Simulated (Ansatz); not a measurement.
# Random rock-salt (Na, Li, K)Cl solid solution (64 atoms): support functions against a reference, part 2 of 2

Aim: test how closely localised support functions follow the reference on random rock-salt (Na, Li, K)Cl solid solution (64 atoms), and at what cost. A setting counts as converged where the r.m.s. difference of forces stays under 1 % of the r.m.s. force.

Ansatz 0.2.0; Kohn-Sham DFT, PBE, PAW (set soft_2), plane waves.

The cell: 10 Na, 32 Cl, 11 Li and 11 K. The host structure and its lattice constant were typed by rule, without a check against the phase diagram. Only the Γ point is sampled, in a cell whose shortest periodic width is 11 Å.

So far. Step 12 (Support functions medium, radius 6.39 Å): Forces differ from the reference by 1.3 meV/Å r.m.s., 0.72 % of their size, within a tolerance of 1 %; the energy by -0.12 meV/atom. It took 14 times the reference's time (shared host, so rough).

## Step 15: The first run in detail

The first run, on the default basis, asked for the full analyses, so its electronic structure is set out here.

Neighbours are counted within 3.57 Å (Cl-K), 3.06 Å (Cl-Li), 3.27 Å (Cl-Na).

Length of the force by element and coordination:

| element | coordination | atoms | mean length of the force (eV/Å) | spread | least | most |
| --- | --- | --- | --- | --- | --- | --- |
| Cl | all | 32 | 0.276 | 0.0996 | 0.134 | 0.518 |
| Cl | 4 | 2 | 0.348 | 0.168 | 0.180 | 0.516 |
| Cl | 5 | 7 | 0.276 | 0.0532 | 0.181 | 0.332 |
| Cl | 6 | 23 | 0.269 | 0.0999 | 0.134 | 0.518 |
| K | all | 11 | 0.258 | 0.112 | 0.107 | 0.515 |
| K | 6 | 8 | 0.278 | 0.115 | 0.143 | 0.515 |
| K | 7 | 3 | 0.206 | 0.0827 | 0.107 | 0.309 |
| Li | all | 11 | 0.330 | 0.143 | 0.131 | 0.592 |
| Li | 4 | 2 | 0.563 | 0.0292 | 0.533 | 0.592 |
| Li | 5 | 6 | 0.277 | 0.103 | 0.131 | 0.417 |
| Li | 6 | 3 | 0.279 | 0.0936 | 0.190 | 0.408 |
| Na | all | 10 | 0.281 | 0.103 | 0.104 | 0.488 |
| Na | 4 | 1 | 0.347 | 0 | 0.347 | 0.347 |
| Na | 5 | 2 | 0.231 | 0.0927 | 0.138 | 0.324 |
| Na | 6 | 7 | 0.286 | 0.106 | 0.104 | 0.488 |

Intrinsic-atomic-orbital charges by element and coordination:

| element | coordination | atoms | mean charge (e) | spread | least | most |
| --- | --- | --- | --- | --- | --- | --- |
| Cl | all | 32 | -0.722 | 0.0191 | -0.747 | -0.678 |
| Cl | 4 | 2 | -0.730 | 0.017 | -0.747 | -0.713 |
| Cl | 5 | 7 | -0.730 | 0.0114 | -0.744 | -0.716 |
| Cl | 6 | 23 | -0.718 | 0.0201 | -0.747 | -0.678 |
| K | all | 11 | 0.765 | 0.003 | 0.759 | 0.769 |
| K | 6 | 8 | 0.766 | 0.0022 | 0.762 | 0.769 |
| K | 7 | 3 | 0.762 | 0.0022 | 0.759 | 0.764 |
| Li | all | 11 | 0.693 | 0.0063 | 0.683 | 0.701 |
| Li | 4 | 2 | 0.700 | 9.0e-4 | 0.699 | 0.701 |
| Li | 5 | 6 | 0.695 | 0.0039 | 0.689 | 0.701 |
| Li | 6 | 3 | 0.685 | 9.0e-4 | 0.683 | 0.685 |
| Na | all | 10 | 0.705 | 0.0084 | 0.694 | 0.720 |
| Na | 4 | 1 | 0.720 | 0 | 0.720 | 0.720 |
| Na | 5 | 2 | 0.714 | 0.003 | 0.711 | 0.717 |
| Na | 6 | 7 | 0.700 | 0.004 | 0.694 | 0.705 |

States in the cell by windows of 1 eV, zero at the Fermi level; the larger projections on atomic orbitals stand beside the total:

| from (eV) | to (eV) | total | Cl p | K p |
| --- | --- | --- | --- | --- |
| -14 | -13 | 57.9 | 0.6 | 55.0 |
| -13 | -12 | 8.1 | 0.1 | 7.5 |
| -12 | -6 | 0.0 | 0.0 | 0.0 |
| -6 | -5 | 11.2 | 10.1 | 0.0 |
| -5 | -4 | 52.4 | 48.9 | 0.2 |
| -4 | -3 | 85.2 | 82.4 | 0.4 |
| -3 | -2 | 42.2 | 41.5 | 0.1 |
| -2 | -1 | 1.0 | 0.9 | 0.0 |
| -1 | 1 | 0.0 | 0.0 | 0.0 |
| 1 | 2 | 0.2 | 0.0 | 0.0 |
| 2 | 3 | 1.8 | 0.1 | 0.0 |
| 3 | 4 | 11.0 | 0.7 | 0.0 |
| 4 | 5 | 33.8 | 1.3 | 0.0 |

Between -26 and -14 eV lie 124 more states.

The stored curve holds about 382 of the 446 electrons; the rest, give or take the few that broadening carries across the Fermi level, lie in deeper levels below its range.

The levels nearest the highest filled one (over half full), pooled over k-points and spins:

| level less the highest filled one (eV) | occupation |
| --- | --- |
| -0.436 | 2 |
| -0.389 | 2 |
| -0.367 | 2 |
| -0.312 | 2 |
| -0.116 | 2 |
| 0 | 2 |
| 4.10 | 0 |
| 5.21 | 0 |
| 5.43 | 0 |
| 5.50 | 0 |
| 5.75 | 0 |
| 5.87 | 0 |

Electrostatic potential energy in the ac plane at fractional y = 0.264, with atoms of Li and Cl and Na and K within 0.2 Å of it. With pseudopotentials it is smooth inside the atoms' cores, unlike the true potential.

Ten even steps from '_' (-47 eV) to '@' (9 eV), each cell a mean:
```
..--##@@@@@@%%==..--##@@@@%%--____..**@@@@%%##..____**%%@@@@**::
##%%@@@@@@@@@@%%##%%@@@@@@@@**==--++%%@@@@@@%%++==++%%@@@@@@@@%%
@@@@@@@@@@@@@@@@@@@@@@@@@@@@@@%%%%@@@@@@@@@@@@%%%%%%@@@@@@@@@@@@
%%%%@@@@@@@@@@%%%%%%@@@@@@@@@@%%%%@@@@@@@@@@%%%%%%@@@@@@@@@@@@%%
==**%%@@@@@@%%==::--**@@@@@@##++**##@@@@@@##==::==##@@@@@@%%##++
__::**%%@@@@**..____==%%@@%%++::--**%%@@%%==______++%%@@@@##==..
__::**%%@@@@##--..::**@@@@@@##++++##%%@@%%++..__..**@@@@@@##==..
==**%%@@@@@@@@%%##%%@@@@@@@@@@%%%%@@@@@@@@%%****##%%@@@@@@%%##++
%%@@@@@@@@@@@@@@@@@@@@@@@@@@@@@@@@@@@@@@@@@@@@@@@@@@@@@@@@@@@@%%
@@@@@@@@@@@@@@@@@@@@@@@@@@@@%%####@@@@@@@@%%%%%%@@@@@@@@@@@@@@@@
##**##@@@@@@@@@@%%%%@@@@@@##::..::**@@@@%%##++**%%@@@@@@@@@@@@@@
..__::**@@@@%%**++++##@@%%++______==%%@@%%##**##%%@@@@@@@@@@@@**
____..++@@@@%%++::--**%%@@##--::--**@@@@@@@@%%@@@@@@@@@@@@@@@@==
==--++%%@@@@@@##****%%@@@@@@%%%%%%@@@@@@@@@@@@@@@@@@@@@@@@@@@@##
@@%%@@@@@@@@@@@@@@@@@@@@@@@@@@@@@@@@@@@@@@@@@@@@@@@@@@@@@@@@@@@@
@@@@@@@@@@@@@@@@%%@@@@@@@@@@@@@@%%@@@@@@@@@@@@@@@@@@@@@@@@@@@@@@
%%##%%@@@@@@##++--==%%@@@@@@%%**++##%%@@@@@@@@@@@@@@@@@@@@@@@@@@
==--++%%@@%%++______++%%@@%%**--::++%%@@@@%%****%%@@@@@@@@@@@@##
==--++%%@@%%++..__..++@@@@@@##++++**%%@@%%++....--%%@@@@@@@@@@##
####%%@@@@@@%%**++**%%@@@@@@@@%%%%@@@@@@%%++....--%%@@@@@@@@@@%%
@@@@@@@@@@@@@@@@@@@@@@@@@@@@@@@@@@@@@@@@@@%%****##@@@@@@@@@@@@@@
##%%@@@@@@@@@@@@%%%%@@@@@@@@@@@@@@@@@@@@@@@@@@@@@@@@@@@@@@@@@@%%
..--##@@@@@@%%**==++%%@@@@@@%%****##@@@@@@@@@@%%##%%%%@@@@@@**::
____==%%@@@@##..____**%%@@%%==..__::##@@@@@@##--..::##@@@@%%==__
```
Columns run along a (11.4 Å; values clipped at the 3rd and 97th percentile), rows up along c (11.4 Å). Atoms in or near the plane, at fractional coordinates: Li at (0.04, 0.24), Cl at (0.26, 0.25), Na at (0.26, 0.00), Cl at (0.01, 0.01), K at (0.00, 0.74), Cl at (0.26, 0.76), Li at (0.27, 0.48), Cl at (0.03, 0.48), Li at (0.50, 0.26), Na at (0.76, 0.98), Cl at (0.50, 0.98), Li at (0.49, 0.76), Cl at (0.72, 0.75), Cl at (0.48, 0.52).

Valence density in the ac plane at fractional y = 0.264, with atoms of Li and Cl and Na and K within 0.2 Å of it. It is the smooth field of the valence electrons, not physical close to the nuclei.

Ten steps, logarithmic in the rise over the least value, from '0' (0 e/Å³) to '9' (17 e/Å³), each cell a mean:
```
44320026873113543542003898401245
33210001220012444431001565200123
11000000110001222210000111000001
11000012332100001000012221000011
54200134544210144100234443100134
66411245344310477301244344211256
66410134554210254101245454200256
54200023332100000000123432100134
11000000110000111000011110000001
11100000000012333210000000000001
34321000000023545421013200000012
54542002541124534421012100000124
43542104772013454421000110000124
44431001430001232210000010000023
22210000000000010000000000000001
00000012221000000000000000000000
12100134443100044200011110000000
57511244344210277500134432100000
67511245454210145201245543100001
11100123442100000001245543100000
11000011111000000000134432100001
33210000110000111100011211000123
44320014652001344321000232000244
24421038995113444531002787301244
```
Columns run along a (11.4 Å), rows up along c (11.4 Å). Atoms in or near the plane, at fractional coordinates: Li at (0.04, 0.24), Cl at (0.26, 0.25), Na at (0.26, 0.00), Cl at (0.01, 0.01), K at (0.00, 0.74), Cl at (0.26, 0.76), Li at (0.27, 0.48), Cl at (0.03, 0.48), Li at (0.50, 0.26), Na at (0.76, 0.98), Cl at (0.50, 0.98), Li at (0.49, 0.76), Cl at (0.72, 0.75), Cl at (0.48, 0.52).

Mean intrinsic-atomic-orbital charges: Cl -0.72, K +0.77, Li +0.69, Na +0.70 e.

## Step 16: Structure statistics

Bonds and neighbours are counted at the geometry of the runs.

Density 2.11 g/cm³, 23.04 Å³ an atom.

g(r), total and by pair (bins of 0.2 Å):

| r (Å) | total | Cl-Cl | Cl-K | Cl-Li | Cl-Na | K-K | K-Li |
| --- | --- | --- | --- | --- | --- | --- | --- |
| 2.30 | 0.15 | 0.00 | 0.00 | 0.90 | 0.00 | 0.00 | 0.00 |
| 2.50 | 1.17 | 0.00 | 0.00 | 6.58 | 0.28 | 0.00 | 0.00 |
| 2.70 | 2.09 | 0.00 | 0.00 | 5.35 | 7.50 | 0.00 | 0.00 |
| 2.90 | 1.74 | 0.00 | 4.88 | 1.00 | 4.67 | 0.00 | 0.00 |
| 3.10 | 1.45 | 0.00 | 7.20 | 0.17 | 0.78 | 0.00 | 0.00 |
| 3.30 | 0.19 | 0.20 | 0.32 | 0.16 | 0.00 | 0.00 | 0.00 |
| 3.50 | 0.33 | 0.75 | 0.13 | 0.00 | 0.16 | 0.00 | 0.00 |
| 3.70 | 1.45 | 3.38 | 0.00 | 0.25 | 0.13 | 0.00 | 1.05 |
| 3.90 | 1.88 | 3.46 | 0.00 | 0.66 | 0.00 | 4.39 | 3.85 |
| 4.10 | 1.79 | 2.54 | 0.29 | 0.20 | 0.11 | 6.37 | 3.46 |
| 4.30 | 0.87 | 1.29 | 0.27 | 0.27 | 0.10 | 0.55 | 2.92 |
| 4.50 | 0.72 | 0.97 | 0.40 | 0.91 | 0.72 | 0.98 | 0.97 |
| 4.70 | 0.87 | 0.63 | 0.67 | 1.56 | 1.50 | 0.43 | 0.45 |
| 4.90 | 0.89 | 0.33 | 1.93 | 1.19 | 1.43 | 0.41 | 0.00 |
| 5.10 | 0.66 | 0.22 | 1.09 | 0.77 | 1.20 | 0.38 | 0.19 |
| 5.30 | 0.70 | 0.98 | 0.76 | 0.83 | 0.86 | 0.00 | 0.00 |
| 5.50 | 0.52 | 0.65 | 0.33 | 0.77 | 0.36 | 0.00 | 0.47 |
| 5.70 | 0.75 | 0.60 | 0.36 | 0.67 | 0.57 | 2.09 | 2.24 |
| 5.90 | 0.75 | 0.50 | 0.43 | 1.39 | 1.04 | 1.40 | 0.57 |
| 6.10 | 1.38 | 0.77 | 1.78 | 2.29 | 2.65 | 0.00 | 0.26 |
| 6.30 | 1.36 | 0.52 | 3.44 | 1.69 | 1.53 | 0.49 | 0.37 |
| 6.50 | 1.62 | 0.81 | 2.98 | 1.66 | 2.51 | 0.45 | 0.46 |
| 6.70 | 1.40 | 1.58 | 0.97 | 1.38 | 1.36 | 0.43 | 1.73 |
| 6.90 | 1.29 | 1.85 | 0.35 | 0.95 | 0.66 | 1.83 | 2.46 |
| 7.10 | 1.22 | 1.98 | 0.30 | 0.50 | 0.22 | 1.55 | 2.41 |
| 7.30 | 0.78 | 1.33 | 0.19 | 0.22 | 0.17 | 2.38 | 1.09 |
| 7.50 | 0.41 | 0.74 | 0.15 | 0.21 | 0.10 | 0.69 | 0.61 |
| 7.70 | 0.47 | 0.92 | 0.22 | 0.28 | 0.15 | 0.49 | 0.49 |

Bonds by pair of elements; cutoffs follow the first minimum of g(r), held within bounds set by covalent radii, and pairs that aren't listed don't count as bonded:

| pair A-B | cutoff (Å) | bonds | mean length (Å) | spread (Å) | shortest (Å) | B about A | A about B |
| --- | --- | --- | --- | --- | --- | --- | --- |
| Cl-K | 3.57 | 69 | 3.04 | 0.113 | 2.84 | 2.16 | 6.27 |
| Cl-Li | 3.06 | 56 | 2.61 | 0.139 | 2.33 | 1.75 | 5.09 |
| Cl-Na | 3.27 | 56 | 2.79 | 0.125 | 2.57 | 1.75 | 5.6 |

How many atoms have how many bonded neighbours:

| element | mean | 4 | 5 | 6 | 7 |
| --- | --- | --- | --- | --- | --- |
| Cl | 5.66 | 2 | 7 | 23 | 0 |
| K | 6.27 | 0 | 0 | 8 | 3 |
| Li | 5.09 | 2 | 6 | 3 | 0 |
| Na | 5.6 | 1 | 2 | 7 | 0 |

First main peaks of g(r), for some of the pairs, lie near 3.96 Å (Cl-Cl), 3.02 Å (Cl-K), 2.57 Å (Cl-Li), 2.76 Å (Cl-Na) and 4.03 Å (K-K). With the cutoffs above, 72 % of Cl atoms have 6, 73 % of K atoms have 6, 55 % of Li atoms have 5 and 70 % of Na atoms have 6 bonded neighbours.

A closer look about Na55, which has 5 bonded neighbours where the commonest count for Na is 6: 10 atoms, nearest first, numbered in the order of the input, with positions taken from that point.

| atom | x | y | z | distance (Å) | bonds | intrinsic-atomic-orbital charge (e) | Fx | Fy | Fz (eV/Å) |
| --- | --- | --- | --- | --- | --- | --- | --- | --- | --- |
| Na55 | 0.00 | 0.00 | 0.00 | 0.00 | 5 | 0.72 | 0.126 | 0.008 | -0.056 |
| Cl50 | 0.17 | -2.58 | -0.72 | 2.68 | 6 | -0.69 | -0.105 | 0.024 | -0.148 |
| Cl34 | 0.13 | 2.31 | -1.42 | 2.72 | 6 | -0.72 | -0.264 | 0.103 | 0.181 |
| Cl52 | -0.07 | -0.26 | 2.76 | 2.78 | 5 | -0.72 | 0.027 | 0.326 | -0.062 |
| Cl56 | -2.87 | 0.10 | -0.48 | 2.91 | 6 | -0.73 | 0.281 | -0.103 | 0.328 |
| Cl24 | 2.97 | 0.13 | -0.45 | 3.00 | 6 | -0.73 | -0.307 | 0.083 | 0.065 |
| Na53 | -0.02 | -3.00 | 2.03 | 3.62 | 6 | 0.70 | 0.114 | -0.211 | 0.112 |
| K27 | 1.83 | 0.37 | -3.19 | 3.70 | 6 | 0.77 | 0.470 | -0.184 | 0.105 |
| K19 | 2.76 | 0.28 | 2.45 | 3.70 | 6 | 0.76 | 0.207 | -0.102 | 0.006 |
| K51 | -2.89 | 0.23 | 2.39 | 3.76 | 6 | 0.77 | -0.112 | -0.034 | 0.082 |

The column of bonds counts only the pairs Cl-K within 3.57 Å, Cl-Li within 3.06 Å, Cl-Na within 3.27 Å; other neighbours, such as metal atoms beside each other in a compound, aren't counted, and periodic images can show an atom twice.

## Step 17: Results

```json
{
 "free energy per atom": "-1073.2722 eV/atom",
 "density": "2.107 g/cm³",
 "pressure": "1.974 GPa",
 "r.m.s. force component": "0.1759 eV/Å",
 "gap (highest filled to lowest empty level)": "4.102 eV",
 "wall time of the 11 DFT runs": "9.4 min"
}
```

**Reading.** Against plane waves at 750 eV, the forces differ by 1.3 meV/Å (0.72 %) with support functions medium, and by 0.092 meV/Å in the closest run (support functions high). At 64 atoms the fastest of the runs at a preset level, support functions low, takes 3.0 times the time of plane waves, in 10 SCF cycles against 7. Differences between support functions and plane waves include what basis error the plane-wave run still has. As the radius goes from 4.13 to 6.39 Å, the force difference goes from 1.3 to 1.3 meV/Å, and the time from 26 s to 2.3 min.

The highest filled and lowest empty levels differ by 4.10 eV at Γ alone; the mesh holds the band edges only if they fold onto it, so the gap at this level can be narrower or closed, while semilocal functionals tend to narrow gaps against experiment. With the cutoffs above, 72 % of Cl atoms have 6, 73 % of K atoms have 6, 55 % of Li atoms have 5 and 70 % of Na atoms have 6 bonded neighbours.

**Limits.** The geometry is a frame of classical dynamics and isn't relaxed at this level: its force components are 0.18 eV/Å r.m.s. The pressure of 2.0 GPa belongs to a cell and atoms that aren't relaxed at this level.

[Logs are printed without paths, hosts, clocks, repeated set-up lines and the standing remarks that a program may print on its own settings, such as how far it seeks lower states.]

[Hosts, paths, dates, database ids (printed as entryN), source tags and the programs' standing remarks are cut or masked in the printed files.]
